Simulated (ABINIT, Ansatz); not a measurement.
# RbCaH3 (Pm-3m): Raman and infrared activity, part 2 of 3

Which lines does RbCaH3 (Pm-3m) show in Raman and infrared spectra?

ABINIT 10.8.3; DFT LDA, scalar-relativistic, plane waves, PseudoDojo norm-conserving pseudopotentials.

So far. Step 5 (Zone-centre response): The acoustic modes at Γ come out as far as 0.5 cm⁻¹ from zero, where they should vanish, a small numerical error; the Born charges miss their sum rule by 3.8e-4 e, which is good. The relaxed cell has a = 4.397 Å (conventional setting).

## Step 6: Zone-centre analysis

anaddb reads the merged derivatives, imposes the acoustic sum rule and charge neutrality, and adds the LO-TO term along chosen directions.

Input file anaddb.abi:

```
ddb_filepath "gamma_DDB"
output_file "anaddb.abo"
outdata_prefix "anaddb"
asr 1
chneut 1
enunit 2
eivec 1
nph1l 1
qph1l 0.0 0.0 0.0 1.0
dieflag 1
nph2l 3
qph2l 
    1.0 0.0 0.0 0.0
    0.0 0.0 1.0 0.0
    1.0 1.0 1.0 0.0
nlflag 1
ramansr 1
alphon 1
prtmbm 1
```

Input file mrgddb.in:

```
gamma_DDB
merged
3
dfpt_gammao_DS2_DDB
dfpt_gammao_DS3_DDB
gso_DDB
```

The run is started by

```sh
$ mrgddb < mrgddb.in > mrgddb.log
$ OMP_NUM_THREADS=1 anaddb anaddb.abi > anaddb.log
```

anaddb.abo, the main output file:

```text
[banners, grids, parts of the stress and lines that vanish by symmetry left out]
-outvars_anaddb: echo values of input variables ----------------------

 Flags :
[...]
Dielectric Tensor and Effective Charges
[...]
Effective charge tensors after
[...]
1          1       -0.000000000       -0.000000000       -0.000000000
[...]
1          2       -0.000000000       -0.000000000       -0.000000000
[...]
1          3       -0.000000000       -0.000000000       -0.000000000
[...]
2          1       -0.000000000       -0.000000000       -0.000000000
[...]
2          2       -0.000000000       -0.000000000       -0.000000000
[...]
2          3       -0.000000000       -0.000000000       -0.000000000
[...]
3          1       -0.000000000       -0.000000000       -0.000000000
[...]
3          2       -0.000000000       -0.000000000       -0.000000000
[...]
3          3       -0.000000000       -0.000000000       -0.000000000
[...]
4          1       -0.000000000       -0.000000000       -0.000000000
[...]
4          2       -0.000000000       -0.000000000       -0.000000000
[...]
4          3       -0.000000000       -0.000000000       -0.000000000
[...]
5          1       -0.000000000       -0.000000000       -0.000000000
[...]
5          2       -0.000000000       -0.000000000       -0.000000000
[...]
5          3       -0.000000000       -0.000000000       -0.000000000
[...]
Phonon wavevector (reduced coordinates) :  0.00000  0.00000  0.00000
 Phonon energies in Hartree :
[...]
Phonon energies in meV     :
-  0.000000E+00  0.000000E+00  0.000000E+00  1.343503E+01  1.343503E+01
-  1.343503E+01  4.335314E+01  4.335314E+01  4.335314E+01  5.033369E+01
-  5.033369E+01  5.033369E+01  1.496011E+02  1.496011E+02  1.496011E+02
 Phonon frequencies in cm-1    :
-  0.000000E+00  0.000000E+00  0.000000E+00  1.083608E+02  1.083608E+02
-  1.083608E+02  3.496667E+02  3.496667E+02  3.496667E+02  4.059686E+02
-  4.059686E+02  4.059686E+02  1.206614E+03  1.206614E+03  1.206614E+03
 Phonon frequencies in Thz     :
-  0.000000E+00  0.000000E+00  0.000000E+00  3.248576E+00  3.248576E+00
-  3.248576E+00  1.048274E+01  1.048274E+01  1.048274E+01  1.217063E+01
-  1.217063E+01  1.217063E+01  3.617337E+01  3.617337E+01  3.617337E+01
 Phonon energies in Kelvin  :
-  0.000000E+00  0.000000E+00  0.000000E+00  1.559071E+02  1.559071E+02
-  1.559071E+02  5.030923E+02  5.030923E+02  5.030923E+02  5.840983E+02
-  5.840983E+02  5.840983E+02  1.736048E+03  1.736048E+03  1.736048E+03
[...]
-  1  0.00000000E+00  0.00000000E+00 -2.06562241E-03
-     0.00000000E+00  0.00000000E+00  0.00000000E+00
-  2  0.00000000E+00  0.00000000E+00 -2.06562004E-03
-     0.00000000E+00  0.00000000E+00  0.00000000E+00
-  3  0.00000000E+00  0.00000000E+00 -2.06561986E-03
-     0.00000000E+00  0.00000000E+00  0.00000000E+00
-  4  0.00000000E+00  0.00000000E+00 -2.06561986E-03
-     0.00000000E+00  0.00000000E+00  0.00000000E+00
-  5  0.00000000E+00  0.00000000E+00 -2.06561956E-03
-     0.00000000E+00  0.00000000E+00  0.00000000E+00
[...]
-  1  0.00000000E+00  2.06562241E-03  0.00000000E+00
-     0.00000000E+00  0.00000000E+00  0.00000000E+00
-  2  0.00000000E+00  2.06562004E-03  0.00000000E+00
-     0.00000000E+00  0.00000000E+00  0.00000000E+00
-  3  0.00000000E+00  2.06561986E-03  0.00000000E+00
-     0.00000000E+00  0.00000000E+00  0.00000000E+00
-  4  0.00000000E+00  2.06561955E-03  0.00000000E+00
-     0.00000000E+00  0.00000000E+00  0.00000000E+00
-  5  0.00000000E+00  2.06561986E-03  0.00000000E+00
-     0.00000000E+00  0.00000000E+00  0.00000000E+00
[...]
-  1  2.06562241E-03  0.00000000E+00  0.00000000E+00
-     0.00000000E+00  0.00000000E+00  0.00000000E+00
-  2  2.06562004E-03  0.00000000E+00  0.00000000E+00
-     0.00000000E+00  0.00000000E+00  0.00000000E+00
-  3  2.06561955E-03  0.00000000E+00  0.00000000E+00
-     0.00000000E+00  0.00000000E+00  0.00000000E+00
-  4  2.06561986E-03  0.00000000E+00  0.00000000E+00
-     0.00000000E+00  0.00000000E+00  0.00000000E+00
[...]
-  4  1.06886327E-03 -2.02810949E-06  0.00000000E+00
[...]
-  5  1.06886327E-03  0.00000000E+00  0.00000000E+00
[...]
-     1         -0.000000     0.000000    -0.000001     0.000001
-     2         -0.000000     0.000001    -0.000000     0.000001
[...]
-    14         -0.000000    -1.023544     0.000000     1.023544
-    15          1.023544    -0.000000     0.000000     1.023544
[...]
-   1     Real    0.0000E+00  0.0000E+00  0.0000E+00  0.0000E+00  0.0000E+00  0.0000E+00  0.0000E+00
[...]
-   2     Real    0.0000E+00  0.0000E+00  0.0000E+00  0.0000E+00  0.0000E+00  0.0000E+00  0.0000E+00
[...]
-   3     Real    0.0000E+00  0.0000E+00  0.0000E+00  0.0000E+00  0.0000E+00  0.0000E+00  0.0000E+00
[...]
-   4     Real    0.0000E+00  0.0000E+00  2.3017E-05  0.0000E+00  0.0000E+00  0.0000E+00  2.3017E-05
[...]
-   5     Real    0.0000E+00  2.3017E-05  0.0000E+00  0.0000E+00  0.0000E+00  0.0000E+00  2.3017E-05
[...]
-   6     Real    2.3017E-05  0.0000E+00  0.0000E+00  0.0000E+00  0.0000E+00  0.0000E+00  2.3017E-05
[...]
-   7     Real    0.0000E+00  0.0000E+00  0.0000E+00  0.0000E+00  0.0000E+00  0.0000E+00  0.0000E+00
[...]
-   8     Real    0.0000E+00  0.0000E+00  0.0000E+00  0.0000E+00  0.0000E+00  0.0000E+00  0.0000E+00
[...]
-   9     Real    0.0000E+00  0.0000E+00  0.0000E+00  0.0000E+00  0.0000E+00  0.0000E+00  0.0000E+00
[...]
-  10     Real    0.0000E+00  0.0000E+00  9.2807E-04  0.0000E+00  0.0000E+00  0.0000E+00  9.2807E-04
[...]
-  11     Real    0.0000E+00  9.2807E-04  0.0000E+00  0.0000E+00  0.0000E+00  0.0000E+00  9.2807E-04
[...]
-  12     Real    9.2807E-04  0.0000E+00  0.0000E+00  0.0000E+00  0.0000E+00  0.0000E+00  9.2807E-04
[...]
-  13     Real    0.0000E+00  0.0000E+00  5.6002E-04  0.0000E+00  0.0000E+00  0.0000E+00  5.6002E-04
[...]
-  14     Real    0.0000E+00  5.6002E-04  0.0000E+00  0.0000E+00  0.0000E+00  0.0000E+00  5.6002E-04
[...]
-  15     Real    5.6002E-04  0.0000E+00  0.0000E+00  0.0000E+00  0.0000E+00  0.0000E+00  5.6002E-04
[...]
-         0.000000000       0.000000000       0.000000000
-         0.000000000       0.000000000       0.000000000
-         0.000000000       0.000000000       0.000000000
[...]
-         0.000000000       0.000000000       0.000000000
-         0.000000000       0.000000000       0.000000000
-         0.000000000       0.000000000       0.000000000
[...]
Phonon at Gamma, with non-analyticity in the
[...]
Phonon energies in Hartree :
[...]
Phonon energies in meV     :
-  0.000000E+00  0.000000E+00  0.000000E+00  1.343503E+01  1.343503E+01
-  1.471506E+01  4.335314E+01  4.335314E+01  4.335314E+01  5.033369E+01
-  5.033369E+01  7.959557E+01  1.496011E+02  1.496011E+02  1.601215E+02
 Phonon frequencies in cm-1    :
-  0.000000E+00  0.000000E+00  0.000000E+00  1.083608E+02  1.083608E+02
[...]
Phonon frequencies in Thz     :
[...]
Phonon energies in Kelvin  :
[...]
-  1  0.00000000E+00  0.00000000E+00 -2.06562241E-03
[...]
-  2  0.00000000E+00  0.00000000E+00 -2.06562004E-03
[...]
-  3  0.00000000E+00  0.00000000E+00 -2.06561986E-03
[...]
-  4  0.00000000E+00  0.00000000E+00 -2.06561986E-03
[...]
Phonon at Gamma, with non-analyticity in the
[...]
Phonon energies in Hartree :
[...]
Phonon energies in meV     :
[...]
Phonon frequencies in cm-1    :
[...]
Phonon frequencies in Thz     :
[...]
Phonon energies in Kelvin  :
[...]
Phonon at Gamma, with non-analyticity in the
[...]
Phonon energies in Hartree :
[...]
Phonon energies in meV     :
[...]
Phonon frequencies in cm-1    :
[...]
Phonon frequencies in Thz     :
[...]
Phonon energies in Kelvin  :
[...]
-  1.707612E+02  5.030923E+02  5.030923E+02  5.030923E+02  5.840983E+02
-  5.840983E+02  9.236683E+02  1.736048E+03  1.736048E+03  1.858133E+03
[...]
-  4  8.49882113E-04  1.28770207E-02 -2.53157337E-04
[...]
-  5  8.49882113E-04 -5.96724776E-04  5.46300806E-03
[...]
-         0.000000000       0.000000000       0.000000000
-         0.000000000       0.000000000       0.000000000
[...]
Direction                     Dielectric constant
[...]
0.00000   0.00000   1.00000     11.86962750
   1.00000   1.00000   1.00000     11.86962750
-
```

Wall time 2.4 s (1 thread of Intel Xeon Platinum 8175M at 2.50GHz (Skylake/Cascade Lake), shared host).

Numbers from this step:

```yaml
mean_static_dielectric_constant: 11.87
highest_mode_moved_by_the_lo_to_term: 1291 cm⁻¹
```

No LO-TO term; unit eigenvectors of the mass-weighted matrix, from anaddb's displacements. Modes at Γ, with each element's share of the kinetic energy:

```tsv
mode	frequency (cm⁻¹)	symmetry	Rb %	Ca %	H %
1	0.0	acoustic	66	31	2
2	0.0	acoustic	66	31	2
3	0.0	acoustic	66	31	2
4	108.4	T1u	34	62	5
5	108.4	T1u	34	62	5
6	108.4	T1u	34	62	5
7	349.7	T2u	0	0	100
8	349.7	T2u	0	0	100
9	349.7	T2u	0	0	100
10	406.0	T1u	0	5	95
11	406.0	T1u	0	5	95
12	406.0	T1u	0	5	95
13	1206.6	T1u	0	2	98
14	1206.6	T1u	0	2	98
15	1206.6	T1u	0	2	98
```

Displacements in mode 6 (108.4 cm⁻¹), the largest set to 1:
```
Rb1  0.48  0.00  0.00
Ca2 -0.96  0.00  0.00
H3  -0.89  0.00  0.00
H4  -1.00  0.00  0.00
H5  -1.00  0.00  0.00
```

Displacements in mode 12 (406.0 cm⁻¹), the largest set to 1:
```
Rb1  0.00  0.00  0.00
Ca2 -0.05  0.00  0.00
H3   0.05  0.00  0.00
H4   1.00  0.00  0.00
H5   1.00  0.00  0.00
```

Trace of the oscillator strength, degenerate modes summed. Lines of the infrared spectrum (strongest = 100):

```tsv
position (cm⁻¹)	lines merged	IR intensity, relative
108	3	2.5
350	3	0.0
406	3	100
1207	3	60
```

Static dielectric tensor (ions relaxed, fixed cell):

```
11.87  0.00  0.00
 0.00 11.87  0.00
 0.00  0.00 11.87
```

The rule moves no optical mode by more than 0.1 cm⁻¹.

## Step 7: Sum rules set otherwise (asr 0)

Without the rule the raw error of the acoustic modes shows.

anaddb.abi: that of step 6 with these lines changed.

```diff
@@ -3,4 +3,4 @@
 outdata_prefix "anaddb"
-asr 1
-chneut 1
+asr 0
+chneut 0
 enunit 2
```

mrgddb.in is that of step 6.

anaddb.abo, the main output file:

```text
[banners, grids, parts of the stress and lines that vanish by symmetry left out]
-outvars_anaddb: echo values of input variables ----------------------

 Flags :
[...]
Dielectric Tensor and Effective Charges
[...]
Effective charge tensors after
[...]
1          1       -0.000000000       -0.000000000       -0.000000000
[...]
1          2       -0.000000000       -0.000000000       -0.000000000
[...]
1          3       -0.000000000       -0.000000000       -0.000000000
[...]
2          1       -0.000000000       -0.000000000       -0.000000000
[...]
2          2       -0.000000000       -0.000000000       -0.000000000
[...]
2          3       -0.000000000       -0.000000000       -0.000000000
[...]
3          1       -0.000000000       -0.000000000       -0.000000000
[...]
3          2       -0.000000000       -0.000000000       -0.000000000
[...]
3          3       -0.000000000       -0.000000000       -0.000000000
[...]
4          1       -0.000000000       -0.000000000       -0.000000000
[...]
4          2       -0.000000000       -0.000000000       -0.000000000
[...]
4          3       -0.000000000       -0.000000000       -0.000000000
[...]
5          1       -0.000000000       -0.000000000       -0.000000000
[...]
5          2       -0.000000000       -0.000000000       -0.000000000
[...]
5          3       -0.000000000       -0.000000000       -0.000000000
[...]
Phonon wavevector (reduced coordinates) :  0.00000  0.00000  0.00000
 Phonon energies in Hartree :
[...]
Phonon energies in meV     :
- -6.102422E-02 -6.102419E-02 -6.102410E-02  1.343473E+01  1.343473E+01
-  1.343473E+01  4.335324E+01  4.335324E+01  4.335324E+01  5.033376E+01
-  5.033376E+01  5.033376E+01  1.496010E+02  1.496010E+02  1.496010E+02
 Phonon frequencies in cm-1    :
- -4.921935E-01 -4.921933E-01 -4.921926E-01  1.083584E+02  1.083584E+02
-  1.083584E+02  3.496674E+02  3.496674E+02  3.496674E+02  4.059692E+02
-  4.059692E+02  4.059692E+02  1.206614E+03  1.206614E+03  1.206614E+03
 Phonon frequencies in Thz     :
- -1.475559E-02 -1.475558E-02 -1.475556E-02  3.248502E+00  3.248502E+00
-  3.248502E+00  1.048277E+01  1.048277E+01  1.048277E+01  1.217065E+01
-  1.217065E+01  1.217065E+01  3.617337E+01  3.617337E+01  3.617337E+01
 Phonon energies in Kelvin  :
- -7.081566E-01 -7.081563E-01 -7.081553E-01  1.559035E+02  1.559035E+02
-  1.559035E+02  5.030934E+02  5.030934E+02  5.030934E+02  5.840990E+02
-  5.840990E+02  5.840990E+02  1.736048E+03  1.736048E+03  1.736048E+03
[...]
-  1  0.00000000E+00  0.00000000E+00 -2.06556950E-03
-     0.00000000E+00  0.00000000E+00  0.00000000E+00
-  2  0.00000000E+00  0.00000000E+00 -2.06572583E-03
-     0.00000000E+00  0.00000000E+00  0.00000000E+00
-  3  0.00000000E+00  0.00000000E+00 -2.06571177E-03
-     0.00000000E+00  0.00000000E+00  0.00000000E+00
-  4  0.00000000E+00  0.00000000E+00 -2.06571177E-03
-     0.00000000E+00  0.00000000E+00  0.00000000E+00
-  5  0.00000000E+00  0.00000000E+00 -2.06571596E-03
-     0.00000000E+00  0.00000000E+00  0.00000000E+00
[...]
-  1  0.00000000E+00  2.06556950E-03  0.00000000E+00
-     0.00000000E+00  0.00000000E+00  0.00000000E+00
-  2  0.00000000E+00  2.06572583E-03  0.00000000E+00
-     0.00000000E+00  0.00000000E+00  0.00000000E+00
-  3  0.00000000E+00  2.06571176E-03  0.00000000E+00
-     0.00000000E+00  0.00000000E+00  0.00000000E+00
-  4  0.00000000E+00  2.06571596E-03  0.00000000E+00
-     0.00000000E+00  0.00000000E+00  0.00000000E+00
-  5  0.00000000E+00  2.06571176E-03  0.00000000E+00
-     0.00000000E+00  0.00000000E+00  0.00000000E+00
[...]
-  1  2.06556950E-03  0.00000000E+00  0.00000000E+00
-     0.00000000E+00  0.00000000E+00  0.00000000E+00
-  2  2.06572583E-03  0.00000000E+00  0.00000000E+00
-     0.00000000E+00  0.00000000E+00  0.00000000E+00
-  3  2.06571596E-03  0.00000000E+00  0.00000000E+00
-     0.00000000E+00  0.00000000E+00  0.00000000E+00
-  4  2.06571176E-03  0.00000000E+00  0.00000000E+00
-     0.00000000E+00  0.00000000E+00  0.00000000E+00
[...]
-  4  1.06886384E-03  9.21827740E-07  0.00000000E+00
[...]
-  5  1.06886384E-03  0.00000000E+00  0.00000000E+00
[...]
-     1         -0.000000    -0.000000    -0.000140     0.000140
-     2          0.000000     0.000140    -0.000000     0.000140
[...]
-    14          0.000000     1.023478     0.000000     1.023478
-    15          1.023478     0.000000    -0.000000     1.023478
[...]
-   1     Real    0.0000E+00  0.0000E+00  4.1531E-13  0.0000E+00  0.0000E+00  0.0000E+00  4.1531E-13
[...]
-   2     Real    0.0000E+00  4.1531E-13  0.0000E+00  0.0000E+00  0.0000E+00  0.0000E+00  4.1531E-13
[...]
-   3     Real    4.1531E-13  0.0000E+00  0.0000E+00  0.0000E+00  0.0000E+00  0.0000E+00  4.1531E-13
[...]
-   4     Real    0.0000E+00  0.0000E+00  2.3009E-05  0.0000E+00  0.0000E+00  0.0000E+00  2.3009E-05
[...]
-   5     Real    0.0000E+00  2.3009E-05  0.0000E+00  0.0000E+00  0.0000E+00  0.0000E+00  2.3009E-05
[...]
-   6     Real    2.3009E-05  0.0000E+00  0.0000E+00  0.0000E+00  0.0000E+00  0.0000E+00  2.3009E-05
[...]
-   7     Real    0.0000E+00  0.0000E+00  0.0000E+00  0.0000E+00  0.0000E+00  0.0000E+00  0.0000E+00
[...]
-   8     Real    0.0000E+00  0.0000E+00  0.0000E+00  0.0000E+00  0.0000E+00  0.0000E+00  0.0000E+00
[...]
-   9     Real    0.0000E+00  0.0000E+00  0.0000E+00  0.0000E+00  0.0000E+00  0.0000E+00  0.0000E+00
[...]
-  10     Real    0.0000E+00  0.0000E+00  9.2793E-04  0.0000E+00  0.0000E+00  0.0000E+00  9.2793E-04
[...]
-  11     Real    0.0000E+00  9.2793E-04  0.0000E+00  0.0000E+00  0.0000E+00  0.0000E+00  9.2793E-04
[...]
-  12     Real    9.2793E-04  0.0000E+00  0.0000E+00  0.0000E+00  0.0000E+00  0.0000E+00  9.2793E-04
[...]
-  13     Real    0.0000E+00  0.0000E+00  5.5995E-04  0.0000E+00  0.0000E+00  0.0000E+00  5.5995E-04
[...]
-  14     Real    0.0000E+00  5.5995E-04  0.0000E+00  0.0000E+00  0.0000E+00  0.0000E+00  5.5995E-04
[...]
-  15     Real    5.5995E-04  0.0000E+00  0.0000E+00  0.0000E+00  0.0000E+00  0.0000E+00  5.5995E-04
[...]
-         0.000000000       0.000000000       0.000000000
-         0.000000000       0.000000000       0.000000000
-         0.000000000       0.000000000       0.000000000
[...]
-         0.000000000       0.000000000       0.000000000
-         0.000000000       0.000000000       0.000000000
-         0.000000000       0.000000000       0.000000000
[...]
Phonon at Gamma, with non-analyticity in the
[...]
Phonon energies in Hartree :
[...]
Phonon energies in meV     :
- -6.102422E-02 -6.102419E-02 -6.101945E-02  1.343473E+01  1.343473E+01
-  1.471450E+01  4.335324E+01  4.335324E+01  4.335324E+01  5.033376E+01
-  5.033376E+01  7.959230E+01  1.496010E+02  1.496010E+02  1.601199E+02
 Phonon frequencies in cm-1    :
- -4.921935E-01 -4.921933E-01 -4.921551E-01  1.083584E+02  1.083584E+02
[...]
Phonon frequencies in Thz     :
[...]
Phonon energies in Kelvin  :
[...]
-  1  0.00000000E+00  0.00000000E+00 -2.06556950E-03
[...]
-  2  0.00000000E+00  0.00000000E+00 -2.06572583E-03
[...]
-  3  0.00000000E+00  0.00000000E+00 -2.06571177E-03
[...]
-  4  0.00000000E+00  0.00000000E+00 -2.06571177E-03
[...]
Phonon at Gamma, with non-analyticity in the
[...]
Phonon energies in Hartree :
[...]
Phonon energies in meV     :
[...]
Phonon frequencies in cm-1    :
[...]
Phonon frequencies in Thz     :
[...]
Phonon energies in Kelvin  :
[...]
Phonon at Gamma, with non-analyticity in the
[...]
Phonon energies in Hartree :
[...]
Phonon energies in meV     :
[...]
Phonon frequencies in cm-1    :
[...]
Phonon frequencies in Thz     :
[...]
Phonon energies in Kelvin  :
[...]
-  1.707547E+02  5.030934E+02  5.030934E+02  5.030934E+02  5.840990E+02
-  5.840990E+02  9.236303E+02  1.736048E+03  1.736048E+03  1.858114E+03
[...]
-  4  8.49869812E-04  1.28779042E-02 -2.53103778E-04
[...]
-  5  8.49869812E-04 -5.96766034E-04  5.46184942E-03
[...]
-         0.000000000       0.000000000       0.000000000
-         0.000000000       0.000000000       0.000000000
[...]
Direction                     Dielectric constant
[...]
0.00000   0.00000   1.00000     11.86800216
   1.00000   1.00000   1.00000     11.86800216
-
```

Elapsed: 2.3 s, on 1 thread.

Zone-centre frequencies as printed; negative means imaginary. Modes:

```tsv
mode	frequency (cm⁻¹)
1	-0.49
2	-0.49
3	-0.49
4	108.4
5	108.4
6	108.4
7	349.7
8	349.7
9	349.7
10	406
11	406
12	406
13	1207
14	1207
15	1207
```

(Part 2 of 3 ends here.)

[Host names and launcher messages were left out of these logs when they were recorded.]

[Logs are printed without paths, hosts, clocks, repeated set-up lines and the standing remarks that a program may print on its own settings, such as how far it seeks lower states.]

[Hosts, paths, dates, database ids (printed as entryN), source tags and the programs' standing remarks are cut or masked in the printed files.]
